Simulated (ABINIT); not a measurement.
**Quasiparticle gap of MoS2 (P6_3/mmc) in ABINIT**

Aim: the G0W0 gap of MoS2 (P6_3/mmc) on PBEsol, step by step.

Calculated with ABINIT 10.8.3; PBEsol and many-body steps on it, plane waves.

The database entry behind the starting cell differs from later determinations by our own check (about 0.3 % long), so it need not match the best structure at ambient conditions.

### Step 1. Set-up

The structure is hexagonal, space group P6_3/mmc (No. 194). Conventional cell: a = 3.169 Å, b = 3.169 Å, c = 12.324 Å, α = 90.00°, β = 90.00°, γ = 120.00°. Nearest to Mo lie 6 S at 2.41 Å. Nearest to S lie 3 Mo at 2.41 Å. Farther neighbours and most contacts between anions are not listed.

The cell and positions come from the Crystallography Open Database and are kept as given unless a step says otherwise.

### Step 2. Ground state

This step: ABINIT 10.8.3; DFT, PBEsol, plane waves, norm-conserving pseudopotentials.

The ground-state density comes first.

Input file run.abi:

```
acell 3*1.0 Angstrom
rprim 
  3.169000000004 -0.000000000001 0.000000000000
  -1.584500000001 2.744434504597 0.000000000000
  0.000000000000 0.000000000000 12.324000000000
ntypat 2
znucl 42 16
natom 6
typat 1 1 2 2 2 2
xred 
  0.333333333333 0.666666666667 0.250000000000
  0.666666666667 0.333333333333 0.750000000000
  0.333333333333 0.666666666667 0.623000000000
  0.666666666667 0.333333333333 0.123000000000
  0.333333333333 0.666666666667 0.877000000000
  0.666666666667 0.333333333333 0.377000000000
pp_dirpath "pseudos"
pseudos "Mo.upf, S.upf"
ecut 36
ngkpt 6 6 2
nshiftk 1
shiftk 0 0 0
kptopt 1
chksymbreak 0
nband 33
occopt 1
tolvrs 1e-10
nstep 60
prtwf 0
indata_prefix "in"
outdata_prefix "out"
tmpdata_prefix "tmp"
```

Command:

```
$ OMP_NUM_THREADS=1 mpirun -n 8 abinit run.abi > log
```

Numbers of over 12 decimals in the logs are rounded to 6 here.

Log:

```text
.Version 10.8.3 of ABINIT. v10.8.2 released Aug 2026.

 Symmetries : space group P6_3/m m c (#194); Bravais hP (primitive hexag.)
================================================================================
 Values of the parameters that define the memory need of the present run
     intxc =       0    ionmov =       0      iscf =       7    lmnmax =       6
     lnmax =       6     mgfft =     128  mpssoang =       3    mqgrid =    6291
     natom =       6  nloc_mem =       1    nspden =       1   nspinor =       1
    nsppol =       1      nsym =      24    n1xccc =    2501    ntypat =       2
    occopt =       1   xclevel =       2
-    mband =          33        mffmem =           1         mkmem =           2
       mpw =        7490          nfft =      165888          nkpt =          14
================================================================================
  Rough estimation (10% accuracy) of disk space for files :
================================================================================

--------------------------------------------------------------------------------
------------- Echo of variables that govern the present computation ------------
--------------------------------------------------------------------------------
 -outvars: echo values of preprocessed input variables --------
            acell      1.8897261259E+00  1.8897261259E+00  1.8897261259E+00 Bohr

      chksymbreak           0
             ecut      3.60000000E+01 Hartree
-          fftalg         312

              ixc     -116133
              kpt      0.00000000E+00  0.00000000E+00  0.00000000E+00
                       1.66666667E-01  0.00000000E+00  0.00000000E+00
                       3.33333333E-01  0.00000000E+00  0.00000000E+00
                       5.00000000E-01  0.00000000E+00  0.00000000E+00
                       1.66666667E-01  1.66666667E-01  0.00000000E+00
                       3.33333333E-01  1.66666667E-01  0.00000000E+00
                       3.33333333E-01  3.33333333E-01  0.00000000E+00
                       0.00000000E+00  0.00000000E+00  5.00000000E-01
                       1.66666667E-01  0.00000000E+00  5.00000000E-01
                       3.33333333E-01  0.00000000E+00  5.00000000E-01
                       5.00000000E-01  0.00000000E+00  5.00000000E-01
[...]
kptrlatt        6    0    0      0    6    0      0    0    2
          kptrlen      3.59312526E+01
P           mkmem           2
            natom           6
            nband          33
            ngfft          36      36     128
             nkpt          14
            nstep          60
             nsym          24
           ntypat           2
              occ      2.000000  2.000000  2.000000  2.000000  2.000000  2.000000
                       2.000000  2.000000  2.000000  2.000000  2.000000  2.000000
                       2.000000  2.000000  2.000000  2.000000  2.000000  2.000000
                       2.000000  2.000000  2.000000  2.000000  2.000000  2.000000
                       2.000000  2.000000  0.000000  0.000000  0.000000  0.000000
[...]
prtwf           0
            rprim      3.1690000000E+00 -1.0000000000E-12  0.0000000000E+00
[...]
spgroup         194

           tolvrs      1.00000000E-10

             xred      3.3333333333E-01  6.6666666667E-01  2.5000000000E-01
[...]
znucl       42.00000   16.00000

================================================================================

 chkinp: Checking input parameters for consistency.

================================================================================
== DATASET  1 ==================================================================
-   mpi_nproc: 8, omp_nthreads: 1 (-1 if OMP is not activated)

--- !DatasetInfo
iteration_state: {dtset: 1, }
dimensions: {natom: 6, nkpt: 14, mband: 33, nsppol: 1, nspinor: 1, nspden: 1, mpw: 7490, }
cutoff_energies: {ecut:  36.0, pawecutdg:  -1.0, }
electrons: {nelect:   5.20000000E+01, charge:   0.00000000E+00, occopt:   1.00000000E+00, tsmear:   1.00000000E-02, }

 Real(R)+Recip(G) space primitive vectors, cartesian coordinates (Bohr,Bohr^-1):
 R(1)=  5.9885421  0.0000000  0.0000000  G(1)=  0.1669856  0.0964092  0.0000000
 R(2)= -2.9942710  5.1862296  0.0000000  G(2)=  0.0000000  0.1928183  0.0000000
 R(3)=  0.0000000  0.0000000 23.2889848  G(3)=  0.0000000  0.0000000  0.0429388
 Unit cell volume ucvol=  7.2330822E+02 bohr^3
 Angles (23,13,12)=  9.00000000E+01  9.00000000E+01  1.20000000E+02 degrees

 getcut: wavevector=  0.0000  0.0000  0.0000  ngfft=  36  36 128
         ecut(hartree)=     36.000   => boxcut(ratio)=   2.03490

--- Pseudopotential description ------------------------------------------------
- Mo Generated using ONCVPSP code by D. R. Hamann
- 42.00000  14.00000  180301                  znucl, zion, pspdat
12 -116133 2 -1 1640                          pspcod,pspxc,lmax,lloc,mmax
     nproj     2     2     2
  pspatm : epsatm=   15.94988793
         --- l  ekb(1:nproj) -->
[...]
pspatm: atomic psp has been read  and splines computed

- S Generated using ONCVPSP code by D. R. Hamann
- 16.00000   6.00000  180301                  znucl, zion, pspdat
[...]
ETOT  9  -184.83267521099    -1.163E-09 1.801E-04 3.002E-06
 ETOT 10  -184.83267521122    -2.349E-10 2.442E-04 1.102E-07
 ETOT 11  -184.83267521125    -2.572E-11 1.224E-04 5.779E-09
 ETOT 12  -184.83267521124     8.839E-12 1.887E-04 1.595E-10
 ETOT 13  -184.83267521125    -1.367E-11 7.934E-05 2.109E-11

 At SCF step   13       vres2   =  2.11E-11 < tolvrs=  1.00E-10 =>converged.

 Cartesian components of stress tensor (hartree/bohr^3)
  sigma(1 1)=  1.14735538E-04  sigma(3 2)=  0.00000000E+00
  sigma(2 2)=  1.14735538E-04  sigma(3 1)=  0.00000000E+00
  sigma(3 3)=  8.29954149E-05  sigma(2 1)=  0.00000000E+00

--- !ResultsGS
iteration_state: {dtset: 1, }
comment   : Summary of ground state results
lattice_vectors:
- [  5.9885421,  -0.0000000,   0.0000000, ]
- [ -2.9942710,   5.1862296,   0.0000000, ]
- [  0.0000000,   0.0000000,  23.2889848, ]
lattice_lengths: [   5.98854,    5.98854,   23.28898, ]
lattice_angles: [ 90.000,  90.000, 120.000, ] # degrees, (23, 13, 12)
lattice_volume:   7.2330822E+02
convergence: {deltae: -1.367E-11, res2:  2.109E-11, residm:  7.934E-05, diffor: null, }
etotal    :  -1.84832675E+02
entropy   :   0.00000000E+00
fermie    :   3.08644635E-01
cartesian_stress_tensor: # hartree/bohr^3
- [  1.14735538E-04,   0.00000000E+00,   0.00000000E+00, ]
- [  0.00000000E+00,   1.14735538E-04,   0.00000000E+00, ]
- [  0.00000000E+00,   0.00000000E+00,   8.29954149E-05, ]
pressure_GPa:  -3.0644E+00
xred      :
- [  3.3333E-01,   6.6667E-01,   2.5000E-01, Mo]
- [  6.6667E-01,   3.3333E-01,   7.5000E-01, Mo]
- [  3.3333E-01,   6.6667E-01,   6.2300E-01,  S]
- [  6.6667E-01,   3.3333E-01,   1.2300E-01,  S]
- [  3.3333E-01,   6.6667E-01,   8.7700E-01,  S]
- [  6.6667E-01,   3.3333E-01,   3.7700E-01,  S]
cartesian_forces: # hartree/bohr
- [ -2.51747557E-30,  -2.26470159E-30,   1.44560290E-19, ]
- [  1.69783236E-30,  -1.45346520E-30,   1.44560290E-19, ]
- [  9.95281039E-31,   1.69007581E-31,   5.84275091E-03, ]
- [ -4.09821604E-31,   1.79148036E-30,   5.84275091E-03, ]
- [  2.92729717E-31,  -2.36610614E-31,  -5.84275091E-03, ]
- [ -5.85459435E-32,   1.99428946E-30,  -5.84275091E-03, ]
force_length_stats: {min:   1.44560290E-19, max:   5.84275091E-03, mean:   3.89516727E-03, }

 Integrated electronic density in atomic spheres:
 ------------------------------------------------
 Atom  Sphere_radius  Integrated_density
[...]
================================================================================

 ----iterations are completed or convergence reached----

 Mean square residual over all n,k,spin=   47.439E-08; max=  79.343E-06
 reduced coordinates (array xred) for    6 atoms
[...]
0.666666666667      0.333333333333      0.750000000000
       0.333333333333      0.666666666667      0.623000000000
       0.666666666667      0.333333333333      0.123000000000
       0.333333333333      0.666666666667      0.877000000000
       0.666666666667      0.333333333333      0.377000000000
 rms dE/dt=  6.4145E-02; max dE/dt=  1.3607E-01; dE/dt below (all hartree)
    1       0.000000000000      0.000000000000      0.000000000000
    2      -0.000000000000      0.000000000000      0.000000000000
    3      -0.000000000000      0.000000000000     -0.136071736968
    4       0.000000000000     -0.000000000000     -0.136071736968
    5      -0.000000000000      0.000000000000      0.136071736968
    6      -0.000000000000     -0.000000000000      0.136071736968

 cartesian coordinates (angstrom) at end:
    1      6.7e-13     1.829623     3.081000
    2      1.584500     0.914812     9.243000
    3      6.7e-13     1.829623     7.677852
    4      1.584500     0.914812     1.515852
[...]
cartesian forces (hartree/bohr) at end:
[...]
frms,max,avg= 2.7542992E-03 5.8427509E-03   0.000E+00  0.000E+00  0.000E+00 h/b

 cartesian forces (eV/Angstrom) at end:
[...]
2      0.000000    -0.000000     0.000000
    3      0.000000     0.000000     0.300446
    4     -0.000000     0.000000     0.300446
    5      0.000000    -0.000000    -0.300446
    6     -0.000000     0.000000    -0.300446
 frms,max,avg= 1.4163176E-01 3.0044633E-01   0.000E+00  0.000E+00  0.000E+00 e/A
 length scales=  1.889726125908  1.889726125908  1.889726125908 bohr
              =  1.000000000000  1.000000000000  1.000000000000 angstroms
 prteigrs : about to open file out_EIG
 Fermi (or HOMO) energy (hartree) =   0.30864   Average Vxc (hartree)=  -0.40933
 Eigenvalues (hartree) for nkpt=  14  k points:
 kpt#   1, nband= 33, wtk=  0.01389, kpt=  0.0000  0.0000  0.0000 (reduced coord)
  -1.94923   -1.94923   -1.00052   -1.00052   -0.99182   -0.99182   -0.99182   -0.99182
  -0.24099   -0.23091   -0.19606   -0.17942    0.05456    0.09324    0.17893    0.18792
   0.18792    0.18840    0.18840    0.22846    0.22846    0.23018    0.23018    0.26514
   0.26561    0.30864    0.38561    0.38578    0.38663    0.38671    0.39220    0.39236
   0.39864
 prteigrs : prtvol=0 or 1, do not print more k-points.

--- !EnergyTerms
iteration_state     : {dtset: 1, }
comment             : Components of total free energy in Hartree
kinetic             :  5.98670185610680E+01
hartree             :  5.39247501146350E+01
xc                  : -3.31301634207038E+01
Ewald energy        : -1.19847493795111E+02
psp_core            :  4.80046661553859E+00
local_psp           : -1.73705974705001E+02
non_local_psp       :  2.32587214183232E+01
total_energy        : -1.84832675211251E+02
total_energy_eV     : -5.02955331605130E+03
band_energy         : -1.62397490984375E+01

 Cartesian components of stress tensor (hartree/bohr^3)
  sigma(1 1)=  1.14735538E-04  sigma(3 2)=  0.00000000E+00
  sigma(2 2)=  1.14735538E-04  sigma(3 1)=  0.00000000E+00
  sigma(3 3)=  8.29954149E-05  sigma(2 1)=  0.00000000E+00

-Cartesian components of stress tensor (GPa)         [Pressure= -3.0644E+00 GPa]
- sigma(1 1)=  3.37563607E+00  sigma(3 2)=  0.00000000E+00
- sigma(2 2)=  3.37563607E+00  sigma(3 1)=  0.00000000E+00
- sigma(3 3)=  2.44180941E+00  sigma(2 1)=  0.00000000E+00

== END DATASET(S) ==============================================================
================================================================================

 -outvars: echo values of variables after computation  --------
           etotal     -1.8483267521E+02
            nband          33
             nkpt          14
          spgroup         194
 [... the other variables as echoed above ...]

 Calculation completed.
```

Run time: 25 s. Hardware: 8 MPI ranks of Arm Neoverse V2, shared host; peak memory 0.81 GiB.

Numbers from this step:

```yaml
total_energy: -5029.5533 eV
gap: 0.8460 eV
k_of_the_valence_top: 0, 0, 0
k_of_the_conduction_bottom: 0.1667, 0.1667, 0
least_direct_gap: 1.652 eV
pressure: -3.064 GPa
```

The gap is indirect, with the least direct gap 0.81 eV higher.

The cutoff was set for levels, not for stress, so the pressure can be off by some GPa.

[end of part 1 of 3]

[Paths, hosts, dates, memory and timing lines, banners, echoed tables and standing remarks are left out of the program output.]

[Logs are printed without paths, hosts, clocks, repeated set-up lines and the standing remarks that a program may print on its own settings, such as how far it seeks lower states.]

[Runs of the session that timed out or met a known fault of the program may be left out.]

[Hosts, paths, dates, database ids (printed as entryN), source tags and the programs' standing remarks are cut or masked in the printed files.]

[G0W0 gaps are taken among the corrected bands and points alone; a level outside them can change the order at an edge.]

[Where Ansatz stands beside ABINIT at settings called matched, ABINIT's density can come from a denser mesh and the files from another edition; pairs whose starting gaps differed by over 0.03 eV were left out, so agreement reads better than it is.]
